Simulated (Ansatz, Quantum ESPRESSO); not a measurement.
## Equation of state of fcc Al

How stiff is fcc Al under hydrostatic load? Each row relaxes cell and atoms at a set pressure. The phase is followed to these pressures whether or not it stays the stable one.

Calculated with Quantum ESPRESSO 7.5, PBEsol, GBRV 1.5 ultrasoft potentials, cutoff 680 eV, Fermi–Dirac smearing 0.05 eV, k-mesh 19×19×19, no spin polarisation, no spin-orbit coupling.

Reference cell, relaxed at zero pressure with PBEsol (Fm-3m): a = 2.8381 Å, b = 2.8381 Å, c = 2.8381 Å, α = 60.00°, β = 60.00°, γ = 60.00°.

```csv
atom,x,y,z
Al,0.0000,0.0000,0.0000
```

```
V (Å³/atom)    V/V0  P (GPa)  E − E0 (meV/atom)
    17.0894  1.0572   −3.999               12.2
    15.3092  0.9471    4.987               12.6
    14.6474  0.9061   10.000               43.2
    14.1120  0.8730   14.997               84.7
    12.9264  0.7997   29.989              247.4
```

V0 = 16.1650 Å³ an atom, where the residual pressure P0 is −0.015 GPa. **Question.** Fit the Birch–Murnaghan law and give the pressure and the energy at V = 13.6607 Å³ an atom, a row left out above.

With the Eulerian strain f = ½[(V0/V)^(2/3) − 1] and F = (P − P0)/[3f(1 + 2f)^(5/2)], the third-order law is the line F = B0 + (3/2) B0 (B′ − 4) f.

| f | F (GPa) |
| --- | --- |
| 0.08037 | 85.73 |
| 0.04739 | 84.21 |
| 0.03397 | 83.39 |
| 0.01846 | 82.47 |
| −0.01820 | 80.07 |

A straight line through the 5 rows: the means are 0.0324 for f and 83.174 for F, Σ(Δx)² = 0.005283 and ΣΔxΔy = 0.3054, so the slope is 0.3054/0.005283 = 57.8 and the intercept 83.174 − (57.8)(0.0324) = 81.301.

Hence B0 = 81.3 GPa and B′ = 4 + (57.8)/(1.5 × 81.3) = 4.47. For the withheld volume f = 0.05938, F = 84.73 GPa and P = 19.97 GPa. The run itself gives 19.99 GPa, so the estimate misses by 0.02 GPa; the fitted rows themselves lie up to 0.07 GPa off the law.

Integrating the same law gives E − E0 = (9/2) B0 V0 f²[1 + (B′ − 4) f] + P0(V0 − V), with 1 GPa Å³ = 6.2415 meV: 133.6 meV an atom. The run itself gives 133.8 meV, so the estimate misses by 0.2 meV; the fitted rows themselves lie up to 0.3 meV off the law.

The same fit over all rows at other levels or in other programs gives B0 = 82 GPa with PBEsol (Ansatz).

The calculation is for a static lattice, while measurements hold thermal and zero-point motion.

[Logs are printed without paths, hosts, clocks, repeated set-up lines and the standing remarks that a program may print on its own settings, such as how far it seeks lower states.]
